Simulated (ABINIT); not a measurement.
# InP (F-43m): G0W0 with ABINIT, start to end

Wanted: ground state, empty states, screening and self-energy for InP (F-43m).

Program: ABINIT 10.8.3. Level of theory: PBE and many-body steps on it, plane waves. Results are calculated unless marked as measured.

Report form: the programs' logs are mostly left out.

### 1. Set-up

The structure is cubic, space group F-43m (No. 216). The conventional cell has a = 5.869 Å, b = 5.869 Å, c = 5.869 Å, α = 90.00°, β = 90.00°, γ = 90.00°. In has 4 P at 2.54 Å nearest. Nearest to P lie 4 In at 2.54 Å. Farther neighbours are not listed.

Coordinates:

```cif
data_structure
_symmetry_space_group_name_H-M 'P 1'
_symmetry_Int_Tables_number 1
_cell_length_a 4.1498
_cell_length_b 4.1498
_cell_length_c 4.1498
_cell_angle_alpha 60.000
_cell_angle_beta 60.000
_cell_angle_gamma 60.000
_cell_volume 50.53
loop_
_atom_site_label
_atom_site_type_symbol
_atom_site_fract_x
_atom_site_fract_y
_atom_site_fract_z
_atom_site_occupancy
In1 In 0.00000 0.00000 0.00000 1
P2 P 0.25000 0.25000 0.25000 1
```

The cell and positions come from the Crystallography Open Database and are kept as given unless a step says otherwise.

### 2. Ground state

This step: ABINIT 10.8.3; DFT, PBE with spin-orbit coupling, plane waves, norm-conserving pseudopotentials.

The ground-state density comes first.

run.abi

```
acell 3*1.0 Angstrom
rprim 
  -0.000000000000 2.934350000000 2.934350000000
  2.934350000000 -0.000000000000 2.934350000000
  2.934350000000 2.934350000000 -0.000000000000
ntypat 2
znucl 49 15
natom 2
typat 1 2
xred 
  0.000000000000 0.000000000000 0.000000000000
  0.250000000000 0.250000000000 0.250000000000
pp_dirpath "pseudos"
pseudos "In.upf, P.upf"
ecut 33
nspinor 2
ngkpt 6 6 6
nshiftk 1
shiftk 0 0 0
kptopt 1
chksymbreak 0
nband 36
occopt 1
tolvrs 1e-10
nstep 60
prtwf 0
optforces 0
optstress 0
indata_prefix "in"
outdata_prefix "out"
tmpdata_prefix "tmp"
```

Command:

```bash
$ OMP_NUM_THREADS=1 mpirun -n 8 abinit run.abi > log
```

Elapsed: 17 s, on 8 MPI ranks of AMD EPYC 9R45, shared host; peak memory 0.74 GiB; 2.2 min of CPU time.

Numbers from this step:

```
total energy               : -5615.3550 eV
gap                        : 0.6604 eV
k of the valence top       : 0, 0, 0
k of the conduction bottom : 0, 0, 0
least direct gap           : 0.6604 eV
```

The gap is direct, at Γ.

### 3. Bands along the symmetry lines

Levels along a band path, at the cheap level, show where the edges lie and whether the meshes to come will hold them.

run.abi

```
acell 3*1.0 Angstrom
rprim 
  -0.000000000000 2.934350000000 2.934350000000
  2.934350000000 -0.000000000000 2.934350000000
  2.934350000000 2.934350000000 -0.000000000000
ntypat 2
znucl 49 15
natom 2
typat 1 2
xred 
  0.000000000000 0.000000000000 0.000000000000
  0.250000000000 0.250000000000 0.250000000000
pp_dirpath "pseudos"
pseudos "In.upf, P.upf"
ecut 33
nspinor 2
iscf -2
irdden 1
kptopt 0
nkpt 26
kpt 
  0.00000000 0.00000000 0.00000000
  -0.12500000 -0.12500000 0.00000000
  -0.25000000 -0.25000000 0.00000000
  -0.37500000 -0.37500000 0.00000000
  -0.50000000 -0.50000000 0.00000000
  -0.46875000 -0.46875000 0.06250000
  -0.43750000 -0.43750000 0.12500000
  -0.40625000 -0.40625000 0.18750000
  -0.37500000 -0.37500000 0.25000000
  -0.37500000 0.00000000 0.37500000
  -0.28125000 0.00000000 0.28125000
  -0.18750000 0.00000000 0.18750000
  -0.09375000 0.00000000 0.09375000
  0.00000000 0.00000000 0.00000000
  0.00000000 0.00000000 0.12500000
  0.00000000 0.00000000 0.25000000
  0.00000000 0.00000000 0.37500000
  -0.00000000 -0.00000000 0.50000000
  -0.12500000 -0.06250000 0.43750000
  -0.25000000 -0.12500000 0.37500000
  -0.37500000 -0.18750000 0.31250000
  -0.50000000 -0.25000000 0.25000000
  -0.50000000 -0.31250000 0.18750000
  -0.50000000 -0.37500000 0.12500000
  -0.50000000 -0.43750000 0.06250000
  -0.50000000 -0.50000000 0.00000000
istwfk *1
nband 42
nbdbuf 6
tolwfr 1e-08
nstep 40
prtwf 0
prtvol 0
indata_prefix "in"
outdata_prefix "out"
tmpdata_prefix "tmp"
```

Elapsed: 16 s, on 8 MPI ranks; peak memory 0.69 GiB; 2 min of CPU time.

This step gave:

| Property | Result |
| --- | --- |
| gap | 0.6604 eV |
| k of the valence top | 0, 0, 0 |
| k of the conduction bottom | 0, 0, 0 |
| least direct gap | 0.6604 eV |

The gap is 0.660 eV, as in the run before at this level.

The electronic bands at the labelled points (eV, zero at the top of the highest filled band):

```
    point  band 23  band 24  band 25  band 26  band 27  band 28  band 29  band 30
        Γ     0.00     0.00     0.00     0.00     0.66     0.66     3.75     3.75
  halfway    -1.48    -1.48    -1.39    -1.39     2.45     2.45     3.09     3.09
        X    -2.39    -2.39    -2.29    -2.29     1.74     1.74     2.24     2.24
  halfway    -2.81    -2.73    -2.24    -2.23     2.00     2.02     2.83     2.86
        U    -3.37    -3.28    -1.97    -1.96     2.33     2.33     4.34     4.36
jump to K    -3.37    -3.28    -1.97    -1.96     2.33     2.33     4.34     4.36
  halfway    -2.08    -1.99    -0.61    -0.59     2.79     2.79     4.54     4.73
        Γ     0.00     0.00     0.00     0.00     0.66     0.66     3.75     3.75
  halfway    -0.64    -0.64    -0.55    -0.53     1.75     1.75     4.61     4.61
        L    -1.06    -1.06    -0.94    -0.94     1.46     1.46     4.68     4.68
  halfway    -2.76    -2.67    -1.70    -1.62     3.11     3.14     4.12     4.19
        W    -3.05    -2.97    -2.91    -2.86     4.26     4.26     4.33     4.35
  halfway    -2.76    -2.68    -2.63    -2.60     2.62     2.69     3.07     3.08
        X    -2.39    -2.39    -2.29    -2.29     1.74     1.74     2.24     2.24
```

### 4. Empty states on the mesh, 4×4×4 mesh, 242 bands

The sums over transitions need many empty states on a uniform mesh; this step solves for them.

run.abi

```
acell 3*1.0 Angstrom
rprim 
  -0.000000000000 2.934350000000 2.934350000000
  2.934350000000 -0.000000000000 2.934350000000
  2.934350000000 2.934350000000 -0.000000000000
ntypat 2
znucl 49 15
natom 2
typat 1 2
xred 
  0.000000000000 0.000000000000 0.000000000000
  0.250000000000 0.250000000000 0.250000000000
pp_dirpath "pseudos"
pseudos "In.upf, P.upf"
ecut 33
nspinor 2
ngkpt 4 4 4
nshiftk 1
shiftk 0 0 0
kptopt 1
chksymbreak 0
iscf -2
irdden 1
istwfk *1
nband 242
nbdbuf 22
tolwfr 1e-09
nstep 60
prtvol 0
indata_prefix "in"
outdata_prefix "out"
tmpdata_prefix "tmp"
```

The job ended after 62 s (8 MPI ranks; peak memory 0.95 GiB).

Numbers from this step:

```yaml
gap: 0.6604 eV
k_of_the_valence_top: 0, 0, 0
k_of_the_conduction_bottom: 0, 0, 0
least_direct_gap: 0.6604 eV
k_points_computed: 8
lowest_point_of_the_top_converged_band_above_the_valence_top: 80.1299 eV
```

On this mesh the gap is 0.660 eV.

### 5. Screening, 4×4×4 mesh, 220 bands, screening to 149.7 eV

The RPA dielectric matrix is built and inverted for each q.

This step: RPA screening on PBE with spin-orbit coupling, plane waves, norm-conserving pseudopotentials.

Edit run.abi of step 4 so:

```diff
@@ -21,10 +21,11 @@
 chksymbreak 0
-iscf -2
-irdden 1
 istwfk *1
-nband 242
-nbdbuf 22
-tolwfr 1e-09
-nstep 60
-prtvol 0
+occopt 1
+irdwfk 1
+optdriver 3
+nband 220
+ecuteps 5.5
+inclvkb 0
+awtr 1
+symchi 1
 indata_prefix "in"
```

Elapsed: 64 s, on 8 MPI ranks; peak memory 3.6 GiB.

Numbers from this step:

* ε∞ with local fields, on this mesh, along the program's q direction: 50.46
* the same without local fields: 53.26
* plasma frequency: 26.64 eV
* plane waves in the screening matrix: 181

Local fields lower ε∞ by 5 %. On a Γ-centred mesh this coarse the value itself is usually too large, while a short band sum pulls it down.

### 6. Self-energy, 4×4×4 mesh, 220 bands, screening to 149.7 eV

The self-energy is evaluated for the states that the input lists, and the levels follow from it, in one-shot runs by the linearised quasiparticle equation.

This step: G0W0 on PBE with spin-orbit coupling, plane waves, norm-conserving pseudopotentials.

Edit run.abi of step 5 so:

```diff
@@ -24,8 +24,15 @@
 irdwfk 1
-optdriver 3
+optdriver 4
 nband 220
+gwcalctyp 0
+ecutsigx 33
+symsigma 0
+nkptgw 1
+kptgw 
+  0.0000000000 0.0000000000 0.0000000000
+bdgw 
+  23 30
 ecuteps 5.5
-inclvkb 0
-awtr 1
-symchi 1
+irdscr 1
+ppmodel 1
 indata_prefix "in"
```

Wall time 39 s (8 MPI ranks); peak memory 2.5 GiB; 5.2 min of CPU time.

This step gave:

* G0W0 gap on the points computed: 1.317 eV
* starting gap on the mesh: 0.6604 eV
* k of the valence top: 0, 0, 0
* k of the conduction bottom: 0, 0, 0
* Z at the valence top: 0.778
* Z at the conduction bottom: 0.793
* least direct G0W0 gap on the computed points: 1.317 eV

The gap on the mesh goes from 0.66 eV to 1.32 eV, a correction of +0.66 eV.

Limits: finite bands, cutoff and mesh; screening head approximate; coarse k mesh. v1 is the top filled band, c1 the lowest empty one. The levels before and after the correction (eV, zero at the valence-band top of each column):

```csv
,conduction bottom,valence top
Kohn-Sham,0.66,0.00
G0W0,1.32,0.00
```

```
             level  energy (eV)
Kohn-Sham  Γ v4-v1        0.000
Kohn-Sham  Γ c1-c2        0.660
Kohn-Sham  Γ c3-c4        3.746
     G0W0  Γ v4-v1       -0.001
     G0W0  Γ c1-c2        1.317
     G0W0  Γ c3-c4        4.504
```

### 7. Where the time went

Times are wall times on 8 MPI ranks of AMD EPYC 9R45, shared host, good to a factor of about two.

| step | time | share | memory (GiB) |
| --- | --- | --- | --- |
| ground state | 17 s | 9 % | 0.74 |
| bands along the symmetry lines | 16 s | 8 % | 0.69 |
| empty states on the mesh | 62 s | 31 % | 0.95 |
| screening | 64 s | 32 % | 3.6 |
| self-energy | 39 s | 20 % | 2.5 |

### 8. Outcome

| Item | Value |
| --- | --- |
| PBE gap | 0.66 eV, direct |
| G0W0 gap on the mesh | 1.32 eV |
| GW settings | 4×4×4 mesh, 220 bands, screening to 149.7 eV, Godby-Needs plasmon pole |
| known limits | not at the basis limit; mesh may overstate the screening; screening head approximate; coarse k mesh |

What this shows: G0W0 moves the gap on the mesh from 0.66 eV to 1.32 eV (+0.66 eV), with Z of 0.78 and 0.79 at the edges. Local fields lower the RPA ε∞ on this mesh from 53.26 to 50.46; a Γ-centred mesh this coarse tends to raise both, most where the direct gap is narrow, while a short band sum lowers them. Only 1 of the mesh's irreducible points was corrected, so a valley elsewhere could overtake. Bands and cutoff are finite, so the gap is not at the basis limit. The miss can reach some tenths of an eV and take either sign; the mesh is an error of its own. In the G0W0 run levels were corrected at 1 k point alone, so a gap called «on the mesh» is the least over those, and an edge elsewhere would be missed. The 4×4×4 mesh is coarse for this cell, which bears on the long-range parts of exchange and screening. The RPA ε∞ on this mesh reaches over 25; with a narrow direct gap a coarse mesh can overstate it, and the correction is then too small. The long-wavelength limit of the screening leaves out the non-local commutator, which shifts ε∞.

[Paths, hosts, dates, memory and timing lines, banners, echoed tables and standing remarks are left out of the program output.]

[Logs are printed without paths, hosts, clocks, repeated set-up lines and the standing remarks that a program may print on its own settings, such as how far it seeks lower states.]

[Runs of the session that timed out or met a known fault of the program may be left out.]

[Hosts, paths, dates, database ids (printed as entryN), source tags and the programs' standing remarks are cut or masked in the printed files.]

[G0W0 gaps are taken among the corrected bands and points alone; a level outside them can change the order at an edge.]

[Where Ansatz stands beside ABINIT at settings called matched, ABINIT's density can come from a denser mesh and the files from another edition; pairs whose starting gaps differed by over 0.03 eV were left out, so agreement reads better than it is.]
